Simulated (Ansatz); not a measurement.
# How fast states decay through LaAgSeO

Wanted: the relaxed cell of LaAgSeO, its band edges and its decay constants. It is built by putting Se for part of the O in the LaAgO2 structure of space group P6_3/mmc, with the volume rescaled by atomic radii. The parent structure comes from the Materials Project.

Calculated with Ansatz 0.2.0; PBE DFT, plane waves, PAW files, in the first sound run; inputs show where later runs differ.

Report form: the programs' logs are mostly left out.

The structure was built from a prototype and need not be the compound's stable phase.

**1. The structure**

The structure is hexagonal, space group P6_3mc (No. 186). Conventional cell: a = 4.014 Å, b = 4.014 Å, c = 12.916 Å, α = 90.00°, β = 90.00°, γ = 120.00°. Nearest to La lie 3 Se at 2.56 Å and 3 O at 2.56 Å. Nearest to Ag lie 1 Se at 2.14 Å and 1 O at 2.14 Å. Se has 1 Ag at 2.14 Å and 3 La at 2.56 Å nearest. Nearest to O lie 1 Ag at 2.14 Å and 3 La at 2.56 Å. It derives from LaAgO2. Se for part of the O in the LaAgO2 structure of space group P6_3/mmc. Farther neighbours and most contacts between anions are not listed.

**2. Cell and atoms at rest**

The substituted atoms don't fit the parent's cell, so cell and atoms relax together. A small smearing keeps the run stable in case the gap closes on the way.

Input file input.yaml:

```yaml
crystal:
  lattice:
    - [4.0137361043, 0.0, 0.0]
    - [-2.0068680521, 3.4759974304, 0.0]
    - [0.0, 0.0, 12.9160009641]
  atoms:
    - { symbol: La, position: [0.0, 0.0, 0.0] }
    - { symbol: La, position: [0.0, 0.0, 0.5] }
    - { symbol: Ag, position: [0.3333333333, 0.6666666667, 0.25] }
    - { symbol: Ag, position: [0.6666666667, 0.3333333333, 0.75] }
    - { symbol: Se, position: [0.3333333333, 0.6666666667, 0.08416111] }
    - { symbol: O, position: [0.3333333333, 0.6666666667, 0.41583889] }
    - { symbol: Se, position: [0.6666666667, 0.3333333333, 0.58416111] }
    - { symbol: O, position: [0.6666666667, 0.3333333333, 0.91583889] }
kpoints:
  mp_grid: { grid: [6, 6, 2] }
scf:
  occupations: { method: gaussian, width: 0.03 }
hamiltonian:
  xc: pbe
output:
  forces: true
  stress: true
relax:
  f_tol: 0.02
  max_steps: 60
  cell: {}
```

Command:

```
$ ansatz run input.yaml --threads 2 --pin off --max-ram 4096MiB --backend cpu --events-out ev --progress --plain --runs-dir out
```

The job ended after 67 s (2 threads of Arm Neoverse V2, shared host; peak memory 0.56 GiB; 2.2 min of CPU time).

Step by step:

```
step  energy less that of the first step (eV)  largest force component (eV/Å)  pressure (GPa)  volume (Å³)
   1                                   0.0000                          6.2301           22.30       180.20
   2                                  -4.1545                          3.2624            9.35       193.34
   3                                  -5.7176                          0.5442            3.55       197.64
   4                                  -5.8370                          0.3098           -1.35       207.87
   5                                  -5.8735                          0.0491           -0.11       205.09
   6                                  -5.8742                          0.0081           -0.04       204.85
   7                                  -5.8744                          0.0059            0.01       204.68
  8*                                  -5.9268                          0.0061            0.36       204.68
   9                                  -5.9280                          0.0095            0.04       205.55
  10                                  -5.9279                          0.0012            0.00       205.67
 11*                                  -5.9288                          0.0011            0.00       205.67
```

Relaxation steps marked * repeat the geometry before them on a plane-wave basis chosen anew for their cell, so energy and pressure can jump there.

Forces are held to the 12 operations that the run works with; a distortion that breaks them can't arise in this run.

```csv
"conventional cell, symmetrised",before,after,change
a (Å),4.014,4.084,+1.8 %
b (Å),4.014,4.084,+1.8 %
c (Å),12.916,14.237,+10.2 %
volume (Å³/atom),22.53,25.71,+14.1 %
```

The atoms that moved most (Å, as changes of fractional coordinates times the final cell):

| atom | dx | dy | dz | length |
| --- | --- | --- | --- | --- |
| La2 | 0.000 | 0.000 | -0.451 | 0.451 |
| La1 | 0.000 | 0.000 | -0.451 | 0.451 |
| Ag4 | 0.000 | 0.000 | 0.255 | 0.255 |
| Ag3 | 0.000 | 0.000 | 0.255 | 0.255 |
| Se7 | 0.000 | 0.000 | 0.196 | 0.196 |
| Se5 | 0.000 | 0.000 | 0.196 | 0.196 |

Numbers from this step:

```yaml
free_energy: -39762.6432 eV
fermi_energy: 8.423 eV
pressure: 0.001352 GPa
```

The largest force component on a free atom ends at 0.0011 eV/Å.

**3. The bulk crystal and its band edges**

The energy window and the wavevectors of the next steps follow from the band edges, so these are searched first, off the mesh as well.

Input file input.yaml:

```yaml
crystal:
  lattice:
    - [4.0842097725, 0.0, 0.0]
    - [-2.0421048862, 3.5370294174, 0.0]
    - [0.0, 0.0, 14.237010533]
  atoms:
    - { symbol: La, position: [0.0, 0.0, -0.0317078442] }
    - { symbol: La, position: [0.0, 0.0, 0.4682921558] }
    - { symbol: Ag, position: [0.3333333333, 0.6666666667, 0.2679203472] }
    - { symbol: Ag, position: [0.6666666667, 0.3333333333, 0.7679203472] }
    - { symbol: Se, position: [0.3333333333, 0.6666666667, 0.0979341796] }
    - { symbol: O, position: [0.3333333333, 0.6666666667, 0.4158533174] }
    - { symbol: Se, position: [0.6666666667, 0.3333333333, 0.5979341796] }
    - { symbol: O, position: [0.6666666667, 0.3333333333, 0.9158533174] }
kpoints:
  mp_grid: { grid: [8, 8, 2] }
  band_path: { path: [VBM, CBM], npoints: 30 }
scf:
  occupations: { method: fixed }
hamiltonian:
  xc: pbe
output:
  eigenvalues: true
  write_potential: true
  write_density: true
  volumetric_format: npy
```

Elapsed: 40 s, on 2 threads; peak memory 0.59 GiB.

Numbers from this step:

- free energy: -39762.6440 eV
- Fermi energy: 7.833 eV
- gap on the k-mesh: 1.179 eV
- gap on path: 1.179 eV, by band count; negative where bands overlap
- direct gap on path: 1.179 eV
- edge places on path: 0, 0 1/A along the path

Levels at VBM (eV): -5.35, -4.92, -4.36, -4.36, -4.25, -4.25, -3.41, -3.41, -3.41, -3.41, -3.30, -3.13, -3.03, -3.03, -2.90, -2.79, -2.79, -2.18, -0.22, -0.22, 0.00, 0.00, 1.18, 2.00, 2.80, 3.03, 3.16, 3.16, 3.16, 3.16, 3.39, 3.39, 3.41.

The searched edges give 1.18 eV, as on the mesh.

**4. Complex bands**

This step: PBE DFT, plane waves, PAW files; complex bands by layer matching along the plane's normal (Ansatz 0.2.0).

The same crystal is laid in a cell whose first two vectors span the (001) plane (indices of the standard conventional cell, whose axes can be ordered otherwise than in the bulk input). At fixed energy and wavevector in the plane the solver finds all kz, real and complex. A few wavevectors are listed, (0, 0) and (0.5, 0) in units of the plane's reciprocal vectors; the slowest state needn't be among them.

Input file input.yaml:

```yaml
crystal:
  lattice:
    - [4.084209773, 0.0, 0.0]
    - [2.042104886, 3.537029417, 0.0]
    - [0.0, 0.0, 14.237010533]
  atoms:
    - { symbol: La, position: [0.0, 0.0, 0.9682921558] }
    - { symbol: La, position: [0.0, 0.0, 0.4682921558] }
    - { symbol: Ag, position: [0.6666666667, 0.6666666667, 0.2679203472] }
    - { symbol: Ag, position: [0.3333333333, 0.3333333333, 0.7679203472] }
    - { symbol: Se, position: [0.6666666667, 0.6666666667, 0.0979341796] }
    - { symbol: O, position: [0.6666666667, 0.6666666667, 0.4158533174] }
    - { symbol: Se, position: [0.3333333333, 0.3333333333, 0.5979341796] }
    - { symbol: O, position: [0.3333333333, 0.3333333333, 0.9158533174] }
kpoints:
  mp_grid: { grid: [6, 6, 2] }
scf:
  occupations: { method: fixed }
hamiltonian:
  xc: pbe
output:
  eigenvalues: true
  transmission:
    leads: [[0, 0]]
    kpoints: [[0.0, 0.0], [0.5, 0.0]]
    e_range: [-1.0, 2.18]
    de: 0.05
```

The job ended after 19 s (2 threads; peak memory 0.65 GiB; 38 s of CPU time).

Numbers from this step:

```
free energy                                               : -39762.6435 eV
Fermi energy                                              : 7.834 eV
level to which the leads are filled                       : 0.5894 eV from the Fermi level
decay constant at the filling level, zone centre          : 0.1852 Å⁻¹
decay constant at the filling level, slowest listed point : 0.1852 Å⁻¹
```

K parallel (0, 0); values up to 1.266 1/Å, a degenerate pair printed once or twice; energies at which all values exceed this have no row. The Im kz of the slowest decaying states by energy, zero at the highest filled level on the SCF mesh:

```
energy (eV)  decay 1 (Å⁻¹)  decay 2 (Å⁻¹)  decay 3 (Å⁻¹)  decay 4 (Å⁻¹)
     -1.000          0.233          0.353          0.703           1.11
     -0.800          0.239          0.329          0.704           1.10
     -0.600          0.242          0.290          0.703           1.10
     -0.400          0.221          0.241          0.702           1.10
     -0.200          0.237          0.699           1.09           1.18
      0.000        0.00551          0.230          0.695           1.08
      0.200          0.220          0.245          0.690           1.08
      0.400          0.205          0.321          0.685           1.07
      0.600          0.185          0.370          0.678           1.06
      0.800          0.157          0.406          0.670           1.05
      1.000          0.113          0.434          0.662           1.03
      1.200          0.456          0.652           1.00           1.03
      1.400          0.474          0.642          0.972           1.02
      1.600          0.488          0.632          0.935           1.01
      1.800          0.499          0.622          0.891          0.996
      2.000         0.0242          0.507          0.615          0.834
```

K parallel (0.5, 0); values up to 1.266 1/Å, a degenerate pair printed once or twice; energies at which all values exceed this have no row. The Im kz of the slowest decaying states by energy, zero at the highest filled level on the SCF mesh:

```
energy (eV)  decay 1 (Å⁻¹)  decay 2 (Å⁻¹)  decay 3 (Å⁻¹)  decay 4 (Å⁻¹)
      -1.00          0.316          0.336          0.501           1.13
      -0.85          0.300          0.338          0.518           1.16
      -0.70          0.221          0.356          0.459          0.599
      -0.55          0.370          0.435          0.637           1.19
      -0.35          0.310          0.385          0.419          0.663
      -0.20          0.394          0.410          0.413          0.674
      -0.05          0.400          0.402          0.488          0.682
       0.00          0.399          0.402          0.510          0.684
       0.10          0.393          0.405          0.552          0.687
       0.25          0.384          0.409          0.614          0.690
       0.40          0.373          0.411          0.680          0.691
       0.60          0.357          0.412          0.691          0.802
       0.75          0.343          0.411          0.690          0.940
       0.90          0.326          0.409          0.687          0.946
       1.05          0.307          0.406          0.684          0.950
       1.20          0.283          0.401          0.680          0.797
       1.35          0.253          0.395          0.675          0.744
       1.50          0.214          0.388          0.668          0.708
       1.70          0.127          0.376          0.659          0.670
       1.85          0.366          0.646          0.650              -
       2.00          0.354          0.623          0.640           1.20
       2.15          0.343          0.600          0.629           1.14
```

At the listed wavevectors the last open channel is at -0.05 eV and the next at +1.20 eV on the grid. At +0.60 eV, the grid energy nearest the filling level (the middle of the gap on the SCF mesh), the slowest state at the listed wavevectors decays with κ = 0.185 Å⁻¹, its amplitude falling by e over 5.4 Å. Through 1 nm of this crystal that state's transmission falls by exp(−2 × 0.185 Å⁻¹ × 10 Å) = 0.025.

**5. Decay over the two-dimensional zone**

The listed points could miss the slowest state, so one energy near mid-gap is solved on a mesh of 10×10.

input.yaml, as its differences from that of step 4:

```diff
@@ -22,6 +22,2 @@
   eigenvalues: true
-  transmission:
-    leads: [[0, 0]]
-    kpoints: [[0.0, 0.0], [0.5, 0.0]]
-    e_range: [-1.0, 2.18]
-    de: 0.05
+  transmission: { leads: [[0, 0]], kmesh: [10, 10], e_range: [0.59, 0.6], de: 0.05 }
```

Elapsed: 16 s, on 2 threads; peak memory 0.71 GiB.

Numbers from this step:

```yaml
least_decay_constant_on_the_mesh: 0.1864 Å⁻¹
```

Slowest decay constant (1/Å; 0 where a channel is open) over k1 and k2. At 0.5900 eV from the Fermi level.

Ten even steps from '_' (0.186) to '@' (0.414):
```
**@@@@@@**====++====
**@@@@**==++++++++==
**@@**++++--::--++++
****==++::....::++==
##==++--..__..--++==
**==++::....::++==**
**++++--::--++++**@@
**==++++++++==**@@@@
**====++====**@@@@@@
##********##********
```
Columns: k1 (b1) from -0.5 to 0.4; rows upwards: k2 (b2) from -0.5 to 0.4.

The least value on the mesh is 0.186 Å⁻¹ at +0.59 eV. At that energy the listed points give about 0.186 Å⁻¹ by interpolation, so the mesh holds no clearly slower state.

**6. Band edges at another level**

This step: PBEsol DFT, plane waves, PAW files (Ansatz 0.2.0).

The edges again with PBEsol, at the same atoms.

Input file input.yaml:

```yaml
crystal:
  lattice:
    - [4.0842097725, 0.0, 0.0]
    - [-2.0421048862, 3.5370294174, 0.0]
    - [0.0, 0.0, 14.237010533]
  atoms:
    - { symbol: La, position: [0.0, 0.0, -0.0317078442] }
    - { symbol: La, position: [0.0, 0.0, 0.4682921558] }
    - { symbol: Ag, position: [0.3333333333, 0.6666666667, 0.2679203472] }
    - { symbol: Ag, position: [0.6666666667, 0.3333333333, 0.7679203472] }
    - { symbol: Se, position: [0.3333333333, 0.6666666667, 0.0979341796] }
    - { symbol: O, position: [0.3333333333, 0.6666666667, 0.4158533174] }
    - { symbol: Se, position: [0.6666666667, 0.3333333333, 0.5979341796] }
    - { symbol: O, position: [0.6666666667, 0.3333333333, 0.9158533174] }
kpoints:
  mp_grid: { grid: [8, 8, 2] }
  band_path: { path: [VBM, CBM], npoints: 30 }
scf:
  occupations: { method: fixed }
hamiltonian:
  xc: pbesol
output:
  eigenvalues: true
```

Wall time 40 s (2 threads); peak memory 0.59 GiB; 78 s of CPU time.

This step gave:

```
free energy        : -39344.8476 eV
Fermi energy       : 7.700 eV
gap on the k-mesh  : 1.085 eV
gap on path        : 1.085 eV, by band count; negative where bands overlap
direct gap on path : 1.085 eV
```

Levels at VBM (eV): -5.41, -4.97, -4.38, -4.38, -4.28, -4.28, -3.40, -3.40, -3.40, -3.40, -3.35, -3.16, -3.05, -3.05, -2.96, -2.80, -2.80, -2.22, -0.22, -0.22, 0.00, 0.00, 1.09, 1.95, 2.77, 2.99, 3.15, 3.15, 3.15, 3.15, 3.38, 3.39, 3.39.

The searched edges give 1.09 eV, as on the mesh.

Between step 3 and this run (PBEsol) the value for the gap on the k-mesh moves from 1.18 eV to 1.09 eV.

**7. Complex bands at another level**

This step: PBEsol DFT, plane waves, PAW files; complex bands by layer matching along the plane's normal (Ansatz 0.2.0).

The complex bands at that level, over its own gap, at (0, 0) and (0.5, 0).

Input file input.yaml:

```yaml
crystal:
  lattice:
    - [4.084209773, 0.0, 0.0]
    - [2.042104886, 3.537029417, 0.0]
    - [0.0, 0.0, 14.237010533]
  atoms:
    - { symbol: La, position: [0.0, 0.0, 0.9682921558] }
    - { symbol: La, position: [0.0, 0.0, 0.4682921558] }
    - { symbol: Ag, position: [0.6666666667, 0.6666666667, 0.2679203472] }
    - { symbol: Ag, position: [0.3333333333, 0.3333333333, 0.7679203472] }
    - { symbol: Se, position: [0.6666666667, 0.6666666667, 0.0979341796] }
    - { symbol: O, position: [0.6666666667, 0.6666666667, 0.4158533174] }
    - { symbol: Se, position: [0.3333333333, 0.3333333333, 0.5979341796] }
    - { symbol: O, position: [0.3333333333, 0.3333333333, 0.9158533174] }
kpoints:
  mp_grid: { grid: [6, 6, 2] }
scf:
  occupations: { method: fixed }
hamiltonian:
  xc: pbesol
output:
  eigenvalues: true
  transmission:
    leads: [[0, 0]]
    kpoints: [[0.0, 0.0], [0.5, 0.0]]
    e_range: [-1.0, 2.09]
    de: 0.05
```

Run time: 18 s. Hardware: 2 threads; peak memory 0.66 GiB.

Numbers from this step:

| Quantity | Value |
| --- | --- |
| free energy | -39344.8469 eV |
| level to which the leads are filled | 0.5424 eV from the Fermi level |
| decay constant at the filling level, zone centre | 0.1773 Å⁻¹ |
| decay constant at the filling level, slowest listed point | 0.1773 Å⁻¹ |

K parallel (0, 0); values up to 1.266 1/Å, a degenerate pair printed once or twice; energies at which all values exceed this have no row. The Im kz of the slowest decaying states by energy, zero at the highest filled level on the SCF mesh:

```csv
energy (eV),decay 1 (Å⁻¹),decay 2 (Å⁻¹),decay 3 (Å⁻¹),decay 4 (Å⁻¹)
-1.000,0.232,0.351,0.696,1.10
-0.800,0.236,0.326,0.697,1.10
-0.600,0.238,0.287,0.696,1.09
-0.400,0.217,0.236,0.694,1.09
-0.200,0.231,0.692,1.08,1.16
0.000,0.00557,0.223,0.688,1.08
0.200,0.211,0.243,0.683,1.07
0.400,0.194,0.318,0.677,1.06
0.600,0.171,0.367,0.670,1.05
0.800,0.137,0.403,0.662,1.04
1.000,0.0784,0.430,0.654,1.01
1.200,0.452,0.645,0.984,1.02
1.400,0.470,0.636,0.950,1.01
1.600,0.484,0.626,0.911,0.999
1.800,0.494,0.618,0.864,0.986
2.000,0.0808,0.502,0.617,0.800
```

[end of part 1 of 2]

[Logs are printed without paths, hosts, clocks, repeated set-up lines and the standing remarks that a program may print on its own settings, such as how far it seeks lower states.]

[Hosts, paths, dates, database ids (printed as entryN), source tags and the programs' standing remarks are cut or masked in the printed files.]
